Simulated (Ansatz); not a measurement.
# Work function of Cu(111): what the settings cost and change, part 2 of 2

Aim: the work function of Cu(111) against thickness and vacuum, with the cost.

Ansatz 0.2.0; plane-wave DFT, PBE, Ansatz PAW.

So far, work function, upper face (eV): step 2 (run, setting 1 layer) 4.96; step 4 (run, 3 atoms) 4.78; step 5 (slab, 4 atoms) 4.81; step 6 (run, 5 atoms) 4.81; step 7 (slab, 6 atoms) 4.84.

## Step 8: Slab, 8 atoms

System of this step: Cu(111). The cell holds 8 atoms: 8 Cu. Its edges and angles: a = 2.553 Å, b = 2.553 Å, c = 32.590 Å, α = 90.0°, β = 90.0°, γ = 60.0°. Vacuum lies along c.

Contents of input.yaml:

```yaml
crystal:
  lattice:
    - [2.5526554801, 0.0, 0.0]
    - [1.27632774, 2.2106644929, 0.0]
    - [0.0, 0.0, 32.5896413024]
  atoms:
    - { symbol: Cu, position: [0.6666666667, 0.6666666667, 0.2761613703] }
    - { symbol: Cu, position: [0.0, 0.0, 0.3401152645] }
    - { symbol: Cu, position: [0.3333333333, 0.3333333333, 0.4040691587] }
    - { symbol: Cu, position: [0.6666666667, 0.6666666667, 0.4680230529] }
    - { symbol: Cu, position: [0.0, 0.0, 0.5319769471] }
    - { symbol: Cu, position: [0.3333333333, 0.3333333333, 0.5959308413] }
    - { symbol: Cu, position: [0.6666666667, 0.6666666667, 0.6598847355] }
    - { symbol: Cu, position: [0.0, 0.0, 0.7238386297] }
kpoints:
  mp_grid: { grid: [18, 18, 1] }
hamiltonian:
  xc: pbe
scf:
  occupations: { method: fermi_dirac, width: 0.1 }
  convergence: { dr2_threshold: 1.0e-09 }
efield:
  axis: 3
  dipole_correction: true
  ramp_position: 0.97
  ramp_width: 0.06
output:
  write_potential: true
  write_density: true
  volumetric_format: npy
```

On the command line:

```bash
> ansatz run input.yaml --threads 2 --pin off --max-ram 3072MiB --backend cpu --events-out ev --progress --plain --runs-dir out
```

Numbers of over 12 decimals in the logs are rounded to 6 here.

Output:

```text
[...]
Crystal: 8 atoms, lattice volume = 183.905 Å³
Basis set: ecut = 420 eV, 3667 PW (Γ)
Bands: 92, of which v1, the nominal top of the filled ones, is band 76 counted from 1 (75 counted from 0)
Symmetry: 6 space group operations
k-points: 37 of 324 (time reversal used)
[...]
k-point 0: bands = [... 72 lower, 4.4187, 4.5733, 4.5733, 4.7036, 4.7036, 4.7282, 4.7282, 5.5950, ... 12 higher]
  k-point 1: bands = [... 72 lower, 4.4830, 4.5512, 4.5745, 4.6119, 4.7043, 4.7298, 4.9435, 5.8535, ... 12 higher]
  k-point 2: bands = [... 72 lower, 4.4233, 4.5046, 4.5772, 4.7062, 4.7344, 4.8433, 5.4264, 6.3926, ... 12 higher]
  k-point 36: bands = [... 72 lower, 9.6095, 9.6095, 9.6325, 9.7658, 9.7658, 9.9960, 10.0845, 10.6915, ... 12 higher]
[key lines of the parts left out:]
SCF converged after 13 iterations
Free energy (F): -53000.498718 eV
Fermi energy:    6.298688 eV
Dipole field:    D = 0.000000 V/Å  (p = 0.000000 e·Å, saw-weighted, corrected)
Work function:   Φ+ = 4.8258 eV   Φ− = 4.8257 eV
```

Run time: 1.8 min. Hardware: 2 threads of Arm Neoverse N1, shared host; peak memory 0.88 GiB.

The work function is 4.826 eV, -0.010 eV from the run “6 layers”, at 1.7 times its CPU time.

## Step 9: Run, 10 atoms

System of this step: Cu(111). The cell holds 10 atoms: 10 Cu. Its edges and angles: a = 2.553 Å, b = 2.553 Å, c = 36.758 Å, α = 90.0°, β = 90.0°, γ = 60.0°. Vacuum lies along c.

input.yaml, the sections that differ from step 8:

```yaml
crystal:
  lattice:
    - [2.5526554801, 0.0, 0.0]
    - [1.27632774, 2.2106644929, 0.0]
    - [0.0, 0.0, 36.758110246]
  atoms:
    - { symbol: Cu, position: [0.0, 0.0, 0.2448439253] }
    - { symbol: Cu, position: [0.3333333333, 0.3333333333, 0.3015452752] }
    - { symbol: Cu, position: [0.6666666667, 0.6666666667, 0.3582466252] }
    - { symbol: Cu, position: [0.0, 0.0, 0.4149479751] }
    - { symbol: Cu, position: [0.3333333333, 0.3333333333, 0.471649325] }
    - { symbol: Cu, position: [0.6666666667, 0.6666666667, 0.528350675] }
    - { symbol: Cu, position: [0.0, 0.0, 0.5850520249] }
    - { symbol: Cu, position: [0.3333333333, 0.3333333333, 0.6417533748] }
    - { symbol: Cu, position: [0.6666666667, 0.6666666667, 0.6984547248] }
    - { symbol: Cu, position: [0.0, 0.0, 0.7551560747] }
# kpoints, hamiltonian, scf, efield, output: as in step 8
```

Output:

```text
[...]
Crystal: 10 atoms, lattice volume = 207.428 Å³
Basis set: ecut = 420 eV, 4137 PW (Γ)
Bands: 114, of which v1, the nominal top of the filled ones, is band 95 counted from 1 (94 counted from 0)
Symmetry: 6 space group operations
k-points: 37 of 324 (time reversal used)
[...]
k-point 1: bands = [... 91 lower, 5.7051, 5.7324, 5.7753, 5.8204, 5.9112, 5.9250, 5.9334, 6.3316, ... 15 higher]
  k-point 2: bands = [... 91 lower, 5.6809, 5.7088, 5.8247, 5.9141, 5.9298, 5.9322, 6.3064, 6.8936, ... 15 higher]
  k-point 36: bands = [... 91 lower, 10.7907, 10.7907, 10.8965, 10.9304, 10.9304, 11.0061, 11.2429, 11.2429, ... 15 higher]
[key lines of the parts left out:]
SCF converged after 12 iterations
Free energy (F): -66250.856321 eV
Fermi energy:    7.508333 eV
Dipole field:    D = 0.000000 V/Å  (p = 0.000001 e·Å, saw-weighted, corrected)
Work function:   Φ+ = 4.8131 eV   Φ− = 4.8131 eV
```

Wall time 2.6 min (2 threads); peak memory 1.1 GiB; 5.2 min of CPU time.

The work function is 4.813 eV, -0.013 eV from the run “8 layers”, at 1.5 times its CPU time.

## Step 10: Run, 13 atoms

System of this step: Cu(111). The cell holds 13 atoms: 13 Cu. Its edges and angles: a = 2.553 Å, b = 2.553 Å, c = 43.011 Å, α = 90.0°, β = 90.0°, γ = 60.0°. Vacuum lies along c.

input.yaml, the sections that differ from step 9:

```yaml
crystal:
  lattice:
    - [2.5526554801, 0.0, 0.0]
    - [1.27632774, 2.2106644929, 0.0]
    - [0.0, 0.0, 43.0108136613]
  atoms:
    - { symbol: Cu, position: [0.0, 0.0, 0.2092497034] }
    - { symbol: Cu, position: [0.3333333333, 0.3333333333, 0.2577080861] }
    - { symbol: Cu, position: [0.6666666667, 0.6666666667, 0.3061664689] }
    - { symbol: Cu, position: [0.0, 0.0, 0.3546248517] }
    - { symbol: Cu, position: [0.3333333333, 0.3333333333, 0.4030832345] }
    - { symbol: Cu, position: [0.6666666667, 0.6666666667, 0.4515416172] }
    - { symbol: Cu, position: [0.0, 0.0, 0.5] }
    - { symbol: Cu, position: [0.3333333333, 0.3333333333, 0.5484583828] }
    - { symbol: Cu, position: [0.6666666667, 0.6666666667, 0.5969167655] }
    - { symbol: Cu, position: [0.0, 0.0, 0.6453751483] }
    - { symbol: Cu, position: [0.3333333333, 0.3333333333, 0.6938335311] }
    - { symbol: Cu, position: [0.6666666667, 0.6666666667, 0.7422919139] }
    - { symbol: Cu, position: [0.0, 0.0, 0.7907502966] }
# kpoints, hamiltonian, scf, efield, output: as in step 9
```

Output:

```text
[...]
Crystal: 13 atoms, lattice volume = 242.713 Å³
Basis set: ecut = 420 eV, 4841 PW (Γ)
Bands: 149, of which v1, the nominal top of the filled ones, is band 124 counted from 1 (123 counted from 0)
Symmetry: 6 space group operations
k-points: 37 of 324 (time reversal used)
[...]
k-point 1: bands = [... 120 lower, 7.0965, 7.1346, 7.1433, 7.2189, 7.2519, 7.2791, 7.2851, 7.4912, ... 21 higher]
  k-point 2: bands = [... 120 lower, 7.1062, 7.1483, 7.2247, 7.2829, 7.2900, 7.3167, 7.5979, 7.9943, ... 21 higher]
  k-point 36: bands = [... 120 lower, 12.2042, 12.2187, 12.2187, 12.3021, 12.3383, 12.3383, 12.3818, 12.6064, ... 21 higher]
[key lines of the parts left out:]
SCF converged after 12 iterations
Free energy (F): -86126.385759 eV
Fermi energy:    8.863546 eV
Dipole field:    D = 0.000001 V/Å  (p = 0.000001 e·Å, saw-weighted, corrected)
Work function:   Φ+ = 4.8146 eV   Φ− = 4.8146 eV
```

Run time: 4.4 min. Hardware: 2 threads; peak memory 1.6 GiB.

The work function is 4.815 eV, +0.001 eV from the run “10 layers”, at 1.7 times its CPU time.

## Step 11: Run, 7 atoms

System of this step: Cu(111). The cell holds 7 atoms: 7 Cu. Cell: a = 2.553 Å, b = 2.553 Å, c = 22.505 Å, α = 90.0°, β = 90.0°, γ = 60.0°. Vacuum lies along c.

input.yaml, the sections that differ from step 10:

```yaml
crystal:
  lattice:
    - [2.5526554801, 0.0, 0.0]
    - [1.27632774, 2.2106644929, 0.0]
    - [0.0, 0.0, 22.5054068306]
  atoms:
    - { symbol: Cu, position: [0.0, 0.0, 0.2221688343] }
    - { symbol: Cu, position: [0.3333333333, 0.3333333333, 0.3147792228] }
    - { symbol: Cu, position: [0.6666666667, 0.6666666667, 0.4073896114] }
    - { symbol: Cu, position: [0.0, 0.0, 0.5] }
    - { symbol: Cu, position: [0.3333333333, 0.3333333333, 0.5926103886] }
    - { symbol: Cu, position: [0.6666666667, 0.6666666667, 0.6852207772] }
    - { symbol: Cu, position: [0.0, 0.0, 0.7778311657] }
# kpoints, hamiltonian, scf, efield, output: as in step 10
```

Output:

```text
[...]
Crystal: 7 atoms, lattice volume = 126.999 Å³
Basis set: ecut = 420 eV, 2553 PW (Γ)
Bands: 80, of which v1, the nominal top of the filled ones, is band 67 counted from 1 (66 counted from 0)
Symmetry: 6 space group operations
k-points: 37 of 324 (time reversal used)
[...]
k-point 0: bands = [... 63 lower, 7.5088, 7.5088, 7.6669, 7.6669, 7.7029, 7.7029, 8.5063, 8.8544, ... 9 higher]
  k-point 1: bands = [... 63 lower, 7.5096, 7.5105, 7.5471, 7.6674, 7.7045, 7.8090, 8.7576, 9.1530, ... 9 higher]
  k-point 2: bands = [... 63 lower, 7.3721, 7.5112, 7.6687, 7.6689, 7.7090, 8.2317, 9.2762, 9.8081, ... 9 higher]
  k-point 36: bands = [... 63 lower, 12.5987, 12.6207, 12.6207, 12.7578, 13.0119, 13.0119, 13.6714, 13.6714, ... 9 higher]
[key lines of the parts left out:]
SCF converged after 11 iterations
Free energy (F): -46375.312516 eV
Fermi energy:    9.292758 eV
Dipole field:    D = 0.000001 V/Å  (p = 0.000001 e·Å, saw-weighted, corrected)
Work function:   Φ+ = 4.8110 eV (in doubt: plateau slope 3.3e-2 eV/Å)   Φ− = 4.8126 eV (in doubt: plateau slope 2.4e-2 eV/Å)
```

Elapsed: 60 s, on 2 threads; peak memory 0.63 GiB; 2 min of CPU time.

The work function is 4.811 eV. The program marks this work function as in doubt.

## Step 12: Run, 7 atoms (run 2)

The cell differs from the one that the last finished run ended in (c 22.505 → 26.505 Å).

input.yaml, the sections that differ from step 11:

```yaml
crystal:
  lattice:
    - [2.5526554801, 0.0, 0.0]
    - [1.27632774, 2.2106644929, 0.0]
    - [0.0, 0.0, 26.5054068306]
  atoms:
    - { symbol: Cu, position: [0.0, 0.0, 0.2640970593] }
    - { symbol: Cu, position: [0.3333333333, 0.3333333333, 0.3427313729] }
    - { symbol: Cu, position: [0.6666666667, 0.6666666667, 0.4213656864] }
    - { symbol: Cu, position: [0.0, 0.0, 0.5] }
    - { symbol: Cu, position: [0.3333333333, 0.3333333333, 0.5786343136] }
    - { symbol: Cu, position: [0.6666666667, 0.6666666667, 0.6572686271] }
    - { symbol: Cu, position: [0.0, 0.0, 0.7359029407] }
# kpoints, hamiltonian, scf, efield, output: as in step 11
```

Output:

```text
[...]
Crystal: 7 atoms, lattice volume = 149.572 Å³
Basis set: ecut = 420 eV, 2975 PW (Γ)
Bands: 80, of which v1, the nominal top of the filled ones, is band 67 counted from 1 (66 counted from 0)
Symmetry: 6 space group operations
k-points: 37 of 324 (time reversal used)
[...]
k-point 0: bands = [... 63 lower, 5.3799, 5.3799, 5.5380, 5.5380, 5.5739, 5.5739, 6.3789, 6.7235, ... 9 higher]
  k-point 1: bands = [... 63 lower, 5.3807, 5.3816, 5.4182, 5.5385, 5.5755, 5.6799, 6.6301, 7.0222, ... 9 higher]
  k-point 2: bands = [... 63 lower, 5.2432, 5.3823, 5.5397, 5.5400, 5.5800, 6.1025, 7.1488, 7.6771, ... 9 higher]
  k-point 36: bands = [... 63 lower, 10.4697, 10.4917, 10.4917, 10.6289, 10.8829, 10.8829, 11.5425, 11.5425, ... 9 higher]
[key lines of the parts left out:]
SCF converged after 11 iterations
Free energy (F): -46375.312531 eV
Fermi energy:    7.163820 eV
Dipole field:    D = 0.000001 V/Å  (p = 0.000001 e·Å, saw-weighted, corrected)
Work function:   Φ+ = 4.8154 eV   Φ− = 4.8154 eV
```

The job ended after 71 s (2 threads; peak memory 0.69 GiB).

The work function is 4.815 eV, +0.004 eV from the run “7 layers, 10 Å of vacuum”, at 1.2 times its CPU time.

## Step 13: Run, 7 atoms (run 3)

The cell differs from the one that the last finished run ended in (c 26.505 → 38.505 Å).

input.yaml, the sections that differ from step 12:

```yaml
crystal:
  lattice:
    - [2.5526554801, 0.0, 0.0]
    - [1.27632774, 2.2106644929, 0.0]
    - [0.0, 0.0, 38.5054068306]
  atoms:
    - { symbol: Cu, position: [0.0, 0.0, 0.337614924] }
    - { symbol: Cu, position: [0.3333333333, 0.3333333333, 0.3917432827] }
    - { symbol: Cu, position: [0.6666666667, 0.6666666667, 0.4458716413] }
    - { symbol: Cu, position: [0.0, 0.0, 0.5] }
    - { symbol: Cu, position: [0.3333333333, 0.3333333333, 0.5541283587] }
    - { symbol: Cu, position: [0.6666666667, 0.6666666667, 0.6082567173] }
    - { symbol: Cu, position: [0.0, 0.0, 0.662385076] }
# kpoints, hamiltonian, scf, efield, output: as in step 12
```

Output:

```text
[...]
Crystal: 7 atoms, lattice volume = 217.289 Å³
Basis set: ecut = 420 eV, 4335 PW (Γ)
Bands: 80, of which v1, the nominal top of the filled ones, is band 67 counted from 1 (66 counted from 0)
Symmetry: 6 space group operations
k-points: 37 of 324 (time reversal used)
[...]
k-point 0: bands = [... 63 lower, 1.6467, 1.6467, 1.8048, 1.8048, 1.8408, 1.8408, 2.6458, 2.9904, ... 9 higher]
  k-point 1: bands = [... 63 lower, 1.6475, 1.6484, 1.6850, 1.8053, 1.8424, 1.9468, 2.8970, 3.2890, ... 9 higher]
  k-point 2: bands = [... 63 lower, 1.5101, 1.6491, 1.8066, 1.8068, 1.8469, 2.3693, 3.4156, 3.9439, ... 9 higher]
  k-point 36: bands = [... 63 lower, 6.7366, 6.7586, 6.7586, 6.8957, 7.1498, 7.1498, 7.8093, 7.8093, ... 9 higher]
[key lines of the parts left out:]
SCF converged after 12 iterations
Free energy (F): -46375.312476 eV
Fermi energy:    3.430670 eV
Dipole field:    D = 0.000000 V/Å  (p = 0.000000 e·Å, saw-weighted, corrected)
Work function:   Φ+ = 4.8153 eV   Φ− = 4.8153 eV
```

The job ended after 97 s (2 threads; peak memory 0.9 GiB).

The work function is 4.815 eV, -0.000 eV from the run “7 layers, 14 Å of vacuum”, at 1.4 times its CPU time.

## Step 14: The series together

Times are for 2 threads of Arm Neoverse N1, shared host. Results by setting:

| no. | setting | work function, upper face (eV) | time | memory (GiB) |
| --- | --- | --- | --- | --- |
| 1 | 1 layer | 4.955 | 7.3 s | 0.37 |
| 2 | 2 layers | 4.763 | 12 s | 0.38 |
| 3 | 3 layers | 4.777 | 19 s | 0.44 |
| 4 | 4 layers | 4.810 | 32 s | 0.49 |
| 5 | 5 layers | 4.812 | 48 s | 0.57 |
| 6 | 6 layers | 4.836 | 63 s | 0.66 |
| 7 | 8 layers | 4.826 | 1.8 min | 0.88 |
| 8 | 10 layers | 4.813 | 2.6 min | 1.1 |
| 9 | 13 layers | 4.815 | 4.4 min | 1.6 |
| 10 | 7 layers, 10 Å of vacuum | 4.811 | 60 s | 0.63 |
| 11 | 7 layers, 14 Å of vacuum | 4.815 | 71 s | 0.69 |
| 12 | 7 layers, 26 Å of vacuum | 4.815 | 97 s | 0.9 |

## Step 15: The same run with other settings

System of this step: Cu(111) monolayer. The cell holds 1 atom: 1 Cu. Its edges and angles: a = 2.553 Å, b = 2.553 Å, c = 18.000 Å, α = 90.0°, β = 90.0°, γ = 60.0°. Vacuum lies along c.

An input spoilt on purpose, to show how the run answers: it repeats the earlier run “1 layer” with efield.amplitude to 0 and efield.dipole_correction from true to false, and scf.max_iter set to 80; its output block differs too.

input.yaml, the sections that differ from step 13:

```yaml
crystal:
  lattice:
    - [2.5526554801, 0.0, 0.0]
    - [1.27632774, 2.2106644929, 0.0]
    - [0.0, 0.0, 18.0]
  atoms:
    - { symbol: Cu, position: [0.6666666667, 0.6666666667, 0.5] }
scf:
  occupations: { method: fermi_dirac, width: 0.1 }
  convergence: { dr2_threshold: 1.0e-09 }
  max_iter: 80
efield:
  axis: 3
  dipole_correction: false
  ramp_position: 0.97
  ramp_width: 0.06
  amplitude: 0
# kpoints, hamiltonian, output: as in step 13
```

Output:

```text
Error: invalid value for `efield.amplitude`: is zero with dipole_correction: false — the section would apply nothing; set a non-zero amplitude, enable dipole_correction, or remove the block
```

It took 0.02 s on 2 threads; peak memory 0.06 GiB.

The program refused the input before any cycle.

The program's message: “Error: invalid value for `efield.amplitude`: is zero with dipole_correction: false — the section would apply nothing; set a non-zero amplitude, enable dipole_correction, or remove the block”

The fault put into the input: a field block that applies nothing.

## Step 16: Outcome

| Quantity | Value |
| --- | --- |
| work function, 1 layer | 4.955 eV |
| work function, 2 layers | 4.763 eV |
| work function, 6 layers | 4.836 eV |
| work function, 13 layers | 4.815 eV |

The thickest slab gives 4.81 eV, and the settings tried spread the value from 4.76 to 4.96 eV. At 18 Å of vacuum, the slabs from 3 layers on stay within 0.04 eV of the thickest. Going from 10 to 26 Å of vacuum moves it by 0.004 eV. The program marks the value as in doubt in “7 layers, 10 Å of vacuum”. The ladder's slabs use the tabulated experimental lattice constant (two decimals; a low-temperature value for the alkali metals). In 1 run of the series (7 layers, 10 Å of vacuum) the program warns that electrons reach the sawtooth's ramp, which makes dipole and work function less sure.

Computed beside measured:

| quantity | measured | 13 layers |
| --- | --- | --- |
| work function (clean (111) face, a compiled value) (eV) | 4.9 | 4.81 (-0.09 eV) |

Measured values from arxiv:1902.07811 (2019).

Verdict: The work function is off by -0.09 eV: good agreement. The grades are ours: good and fair within 3 and 7 % for the work function. No cell relaxation is part of this session.

[Logs are printed without paths, hosts, clocks, repeated set-up lines and the standing remarks that a program may print on its own settings, such as how far it seeks lower states.]

[Hosts, paths, dates, database ids (printed as entryN), source tags and the programs' standing remarks are cut or masked in the printed files.]

[Maps of the electrostatic potential energy from Ansatz leave out the sawtooth potential of an applied field or a dipole correction, so their vacuum need not be flat; planar profiles and work functions include it.]
